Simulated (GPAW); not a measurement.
# Geometry or basis: what sets the conductance of BN in line between two Rh chains, part 2 of 2

Aim: the conductance of BN in line between two Rh chains after relaxation, and whether geometry, basis or functional moves it most.

GPAW 26.7.0; GPAW LCAO, PAW setups; relaxation of the junction within the symmetry of its start, lead ends held (the session's first sound run).

So far, transmission at the Fermi level (one spin): step 3 (double-zeta polarised basis, PBE, GPAW) 1.71; step 4 (basis szp(dzp), PBE, GPAW) 1.71; step 5 (basis sz(dzp), PBE, GPAW) 1.75; step 6 (LDA) 1.71.

**7. Without the relaxation: geometry = "as built"**

Level of this step: GPAW LCAO, PAW setups; Landauer transmission from Green's functions with principal layers (ASE), zero bias (GPAW).

The dzp basis with PBE on the structure as first built shows what the relaxation was worth.

Input file run.py:

```python
import json
import numpy as np
from ase import Atoms
from ase.transport.calculators import TransportCalculator
from gpaw import GPAW, FermiDirac
from gpaw.lcao.tools import get_lcao_hamiltonian
from scipy.linalg import eigh

# The junction with lead layers at both ends, along the third cell vector
device = Atoms(
    ['Rh', 'Rh', 'Rh', 'Rh', 'Rh', 'Rh', 'Rh', 'Rh', 'B', 'N', 'Rh', 'Rh', 'Rh', 'Rh', 'Rh', 'Rh', 'Rh', 'Rh'],
    positions=[
        [4.50000, 4.50000, 1.15000],
        [4.50000, 4.50000, 3.45000],
        [4.50000, 4.50000, 5.75000],
        [4.50000, 4.50000, 8.05000],
        [4.50000, 4.50000, 10.35000],
        [4.50000, 4.50000, 12.65000],
        [4.50000, 4.50000, 14.95000],
        [4.50000, 4.50000, 17.25000],
        [4.50000, 4.50000, 19.15340],
        [4.50000, 4.50000, 20.43340],
        [4.50000, 4.50000, 22.17500],
        [4.50000, 4.50000, 24.47500],
        [4.50000, 4.50000, 26.77500],
        [4.50000, 4.50000, 29.07500],
        [4.50000, 4.50000, 31.37500],
        [4.50000, 4.50000, 33.67500],
        [4.50000, 4.50000, 35.97500],
        [4.50000, 4.50000, 38.27500]],
    cell=[[9.0, 0.0, 0.0], [0.0, 9.0, 0.0], [0.0, 0.0, 39.425]],
    pbc=True)

# One principal layer of the lead: the first 5 atoms of the device
lead = Atoms(
    ['Rh', 'Rh', 'Rh', 'Rh', 'Rh'],
    positions=[
        [4.50000, 4.50000, 1.15000],
        [4.50000, 4.50000, 3.45000],
        [4.50000, 4.50000, 5.75000],
        [4.50000, 4.50000, 8.05000],
        [4.50000, 4.50000, 10.35000]],
    cell=[[9.0, 0.0, 0.0], [0.0, 9.0, 0.0], [0.0, 0.0, 11.5]],
    pbc=True)

settings = dict(mode='lcao', basis='dzp', xc='PBE', h=0.18,
                occupations=FermiDirac(0.1), maxiter=250,
                mixer=dict(beta=0.1, nmaxold=8, weight=100.0),
                convergence=dict(density=0.0001))
energies = np.arange(-2, 2 + 1e-9, 0.025)
eta = 0.0001
n1, n2 = 1, 1
# k and -k transmit alike, so half of the mesh across the current serves
mesh = [(i, j) for i in range(n1) for j in range(n2) if (i, j) <= (-i % n1, -j % n2)]
weights = np.array([1 if (i, j) == (-i % n1, -j % n2) else 2 for i, j in mesh]) / (n1 * n2)

# [... helper functions left out ...]
fermi_lead = ground_state(lead, (1, 1, 10), 'lead.txt')
fermi_device = ground_state(device, (1, 1, 2), 'device.txt')
# [... loop over the mesh left out, but for ...]
        # Shift the lead onto the potential of the device's first layer
        shift = ((H[:, 0, 0] - H0[:, 0, 0]) / S0[0, 0]).real.mean()
# [...]
kT = 8.617333e-5 * 300
bias = [0.1, 0.2, 0.5, 1.0, 1.5, 2.0]
# [... integrals and printing left out ...]
```

The run is started by

```
> OMP_NUM_THREADS=1 OPENBLAS_NUM_THREADS=1 python run.py
```

The log of the run:

```text
basis functions: device 458, principal layer 135
Fermi level: lead -3.7261 eV, device -3.7971 eV; lead shifted by -0.0016 eV
largest coupling past the next layer 2.07e-04 eV, largest misfit of the first layer 0.129 eV
  E-E_F (eV)   T (one spin)  [channel counts left out]
    -2.000    1.0052e+00
    -1.975    1.0147e+00
    -1.950    1.0248e+00
[...]
1.975    4.7121e-02
     2.000    4.6615e-02
conductance at 300 K: 1.8999 G0 a cell; thermopower -0.4521 uV/K
current from the zero-bias T(E) at 0.1 V: 14.713 uA
current from the zero-bias T(E) at 0.2 V: 29.384 uA
current from the zero-bias T(E) at 0.5 V: 72.772 uA
current from the zero-bias T(E) at 1.0 V: 141.73 uA
current from the zero-bias T(E) at 1.5 V: 206.36 uA
current from the zero-bias T(E) at 2.0 V: 264.03 uA
```

The job ended after 8.1 min (1 thread of Arm Neoverse V1, shared host; peak memory 2.3 GiB).

This step gave:

```
conductance                                    : 1.900 G₀
largest coupling past the next principal layer : 2.07e-4 eV
largest misfit of the first principal layer    : 0.1292 eV
shift that aligns the lead                     : -0.001616 eV
transmission at the Fermi level (one spin)     : 1.902
```

One spin. Transmission, zone mean against energy, zero at the Fermi level:

```csv
energy (eV),"transmission, zone mean"
-2.000,1.01
-1.900,1.05
-1.800,1.10
-1.700,1.15
-1.600,1.20
-1.500,1.25
-1.400,1.30
-1.300,1.34
-1.200,1.38
-1.100,1.43
-1.000,1.49
-0.900,1.55
-0.800,1.57
-0.700,1.60
-0.600,1.63
-0.500,1.67
-0.400,1.73
-0.300,1.78
-0.200,1.84
-0.100,1.88
0.000,1.90
0.050,1.91
0.100,1.90
0.200,1.88
0.300,1.85
0.400,1.81
0.500,1.77
0.600,1.73
0.700,1.68
0.800,1.60
0.900,1.50
1.000,1.06
1.100,0.129
1.200,0.103
1.300,0.0862
1.400,0.0772
1.500,0.0662
1.600,0.0600
1.700,0.0552
1.800,0.0516
1.900,0.0488
2.000,0.0466
```

The conductance, 1.90 G₀, lies 11 % above that of the dzp run.

**8. All levels side by side**

Times are for 1 thread of Arm Neoverse V1, shared host. The runs compared:

```csv
no.,run,conductance (G₀),time,memory (GiB)
1,dzp,1.707,9.1 min,2.3
2,szp,1.711,5.4 min,2.2
3,sz,1.752,4.2 min,2.1
4,dzp LDA,1.712,7.2 min,2.3
5,asbuilt,1.900,8.1 min,2.3
```

**9. The levels side by side**

The curves are compared point by point over the common energies.

This step: comparison of transmission and cost over codes, levels and geometry (GPAW 26.7.0).

Ladder, by row:

```csv
step,code,T at the Fermi level (sum over the listed spins),conductance (G0),r.m.s. T(E) from the first,wall time (s),peak memory (GiB),threads
dzp,GPAW,1.71,1.707,0,548.4,2.34,1
szp,GPAW,1.714,1.711,0.06321,325.6,2.23,1
sz,GPAW,1.754,1.752,0.06919,250.3,2.13,1
dzp-LDA,GPAW,1.715,1.712,0.05353,434.5,2.34,1
asbuilt,GPAW,1.902,1.9,0.1469,483.6,2.34,1
```

The transmission, zone mean, sum over the listed spins by energy, zero at the Fermi level:

```csv
energy (eV),dzp,szp,sz,dzp-LDA,asbuilt
-2.0000,1.18,1.20,1.17,1.16,1.01
-1.7500,1.18,1.20,1.17,1.16,1.12
-1.5000,1.24,1.25,1.23,1.21,1.25
-1.2500,1.29,1.30,1.30,1.27,1.36
-1.0000,1.35,1.35,1.35,1.32,1.49
-0.7500,1.33,1.34,1.35,1.31,1.59
-0.5000,1.43,1.43,1.46,1.42,1.67
-0.2500,1.59,1.60,1.64,1.60,1.81
0.0000,1.71,1.71,1.75,1.71,1.90
0.0750,1.72,1.72,1.76,1.72,1.90
0.1000,1.72,1.72,1.77,1.72,1.90
0.2500,1.70,1.69,1.74,1.69,1.87
0.5000,1.63,1.62,1.69,1.62,1.77
0.7500,1.62,1.58,1.67,1.59,1.65
0.8500,1.63,1.57,1.77,1.59,1.55
1.0000,1.30,1.05,1.11,1.32,1.06
1.2500,0.0961,0.0844,0.0830,0.0830,0.0938
1.5000,0.0687,0.0614,0.0648,0.0605,0.0662
1.7500,0.0566,0.0513,0.0573,0.0504,0.0533
2.0000,0.0506,0.0465,0.0541,0.0452,0.0466
```

**10. Temperature 150**

Temperature enters only through the Fermi window.

This step: GPAW LCAO, PAW setups; Landauer transmission from Green's functions with principal layers (ASE), zero bias (GPAW 26.7.0).

Edit run.py of step 7 so:

```diff
@@ -19,6 +19,6 @@
         [4.50000, 4.50000, 14.95000],
-        [4.50000, 4.50000, 17.25000],
-        [4.50000, 4.50000, 19.15340],
-        [4.50000, 4.50000, 20.43340],
-        [4.50000, 4.50000, 22.17500],
+        [4.50000, 4.50000, 17.21255],
+        [4.50000, 4.50000, 19.13834],
+        [4.50000, 4.50000, 20.45956],
+        [4.50000, 4.50000, 22.28286],
         [4.50000, 4.50000, 24.47500],
@@ -63,3 +63,3 @@
 # [...]
-kT = 8.617333e-5 * 300
+kT = 8.617333e-5 * 150
 bias = [0.1, 0.2, 0.5, 1.0, 1.5, 2.0]
```

The log of the run:

```text
basis functions: device 458, principal layer 135
Fermi level: lead -3.7261 eV, device -3.8014 eV; lead shifted by -0.0026 eV
largest coupling past the next layer 2.07e-04 eV, largest misfit of the first layer 0.123 eV
  E-E_F (eV)   T (one spin)  [channel counts left out]
    -2.000    1.1782e+00
    -1.975    1.1740e+00
    -1.950    1.1711e+00
    -1.925    1.1693e+00
    -1.900    1.1686e+00
    -1.875    1.1688e+00
    -1.850    1.1700e+00
    -1.825    1.1719e+00
    -1.800    1.1745e+00
    -1.775    1.1778e+00
    -1.750    1.1816e+00
    -1.725    1.1858e+00
    -1.700    1.1905e+00
    -1.675    1.1955e+00
    -1.650    1.2008e+00
    -1.625    1.2063e+00
[...]
1.825    5.4317e-02
     1.850    5.3668e-02
     1.875    5.3063e-02
     1.900    5.2498e-02
     1.925    5.1969e-02
     1.950    5.1475e-02
     1.975    5.1012e-02
     2.000    5.0579e-02
conductance at 150 K: 1.7094 G0 a cell; thermopower -0.4348 uV/K
current from the zero-bias T(E) at 0.1 V: 13.237 uA
current from the zero-bias T(E) at 0.2 V: 26.428 uA
current from the zero-bias T(E) at 0.5 V: 65.339 uA
current from the zero-bias T(E) at 1.0 V: 126.76 uA
current from the zero-bias T(E) at 1.5 V: 184.78 uA
current from the zero-bias T(E) at 2.0 V: 240.63 uA
```

Run time: 9 min. Hardware: 1 thread; peak memory 2.3 GiB.

Numbers from this step:

| Property | Result |
| --- | --- |
| conductance | 1.709 G₀ |
| largest misfit of the first principal layer | 0.1226 eV |
| shift that aligns the lead | -0.002621 eV |
| transmission at the Fermi level (one spin) | 1.710 |

One spin. Table of transmission, zone mean by energy, zero at the Fermi level:

```csv
energy (eV),"transmission, zone mean"
-2.000,1.18
-1.900,1.17
-1.800,1.17
-1.700,1.19
-1.600,1.21
-1.500,1.24
-1.400,1.26
-1.300,1.28
-1.200,1.30
-1.100,1.33
-1.000,1.35
-0.900,1.32
-0.800,1.32
-0.700,1.34
-0.600,1.38
-0.500,1.43
-0.400,1.49
-0.300,1.56
-0.200,1.63
-0.100,1.68
0.000,1.71
0.100,1.72
0.200,1.71
0.300,1.68
0.400,1.65
0.500,1.63
0.600,1.62
0.700,1.62
0.800,1.62
0.900,1.65
1.000,1.30
1.100,0.134
1.200,0.106
1.300,0.0885
1.400,0.0773
1.500,0.0687
1.600,0.0628
1.700,0.0583
1.800,0.0550
1.900,0.0525
2.000,0.0506
```

Not self-consistent under bias; the bias window is split evenly. Current through one cell, from the zero-bias transmission against bias:

```csv
bias (V),"current through one cell, from the zero-bias transmission (μA)"
0.100,13.2
0.200,26.4
0.500,65.3
1.000,127
1.500,185
2.000,241
```

The transmission of the three most open eigenchannels by energy, zero at the Fermi level:

```csv
energy (eV),channel 1,channel 2,channel 3
-2.000,0.505,0.505,0.168
-1.800,0.505,0.505,0.164
-1.600,0.524,0.524,0.164
-1.400,0.545,0.545,0.170
-1.200,0.558,0.558,0.183
-1.000,0.573,0.573,0.204
-0.800,0.588,0.588,0.148
-0.600,0.616,0.616,0.145
-0.400,0.662,0.662,0.169
-0.200,0.712,0.712,0.202
0.000,0.739,0.739,0.231
0.200,0.729,0.729,0.250
0.400,0.696,0.696,0.260
0.600,0.673,0.673,0.277
0.800,0.657,0.657,0.310
1.000,0.556,0.556,0.188
1.200,0.106,1.3e-7,7.0e-11
1.400,0.0773,1.3e-7,0
1.600,0.0628,1.4e-7,0
1.800,0.0550,1.4e-7,0
2.000,0.0506,1.5e-7,0
```

With these changes, and at 150 K in place of 300 K, the conductance is 1.71 G₀ against 1.71 in the dzp run; T at the Fermi level, which temperature doesn't enter, is 1.71 against 1.71.

**11. Results**

| Quantity | Value |
| --- | --- |
| conductance | 1.71 G₀ |
| transmission at the Fermi level, mean of the spins | 1.71 |

**Reading.** In the dzp basis the junction conducts 1.71 G₀ at 300 K, with T = 1.71 a spin at the Fermi level; the sz basis reaches that conductance within 10 %. Relaxation moved atoms by up to 0.11 Å and took the conductance from 1.90 to 1.71 G₀, as a ratio a larger change than the step from dzp to the minimal basis. At the Fermi level the three most open eigenchannels pass 0.74, 0.74 and 0.23. Measured against the first run (dzp), the nearest curve is that of dzp-LDA (r.m.s. 0.054) and the farthest that of asbuilt (0.15). Over the compared runs wall time goes from 250 s (sz) to 548 s (dzp), on a shared host. The leads kept an estimated spacing and the cell its length, so the junction may be under some tension or compression. The geometry comes from the orbital basis, which tends to overbind, and kept the symmetry of the start, so a structure of lower symmetry may lie lower. The run had no spin polarisation, so a magnetic state, which chains and small molecules with open shells often have, wasn't tested. An evenly spaced straight chain is an idealisation: free chains tend to dimerise, zigzag or, where a band edge lies near the Fermi level, turn magnetic. The currents use the zero-bias T(E) throughout, which holds only while the bias is small against the distance to the nearest feature. The thermopower isn't quoted: it samples T(E) farther from the Fermi level than the conductance does, and the energy grid wasn't tested for it.

[Logs are printed without paths, hosts, clocks, repeated set-up lines and the standing remarks that a program may print on its own settings, such as how far it seeks lower states.]

[Hosts, paths, dates, database ids (printed as entryN), source tags and the programs' standing remarks are cut or masked in the printed files.]
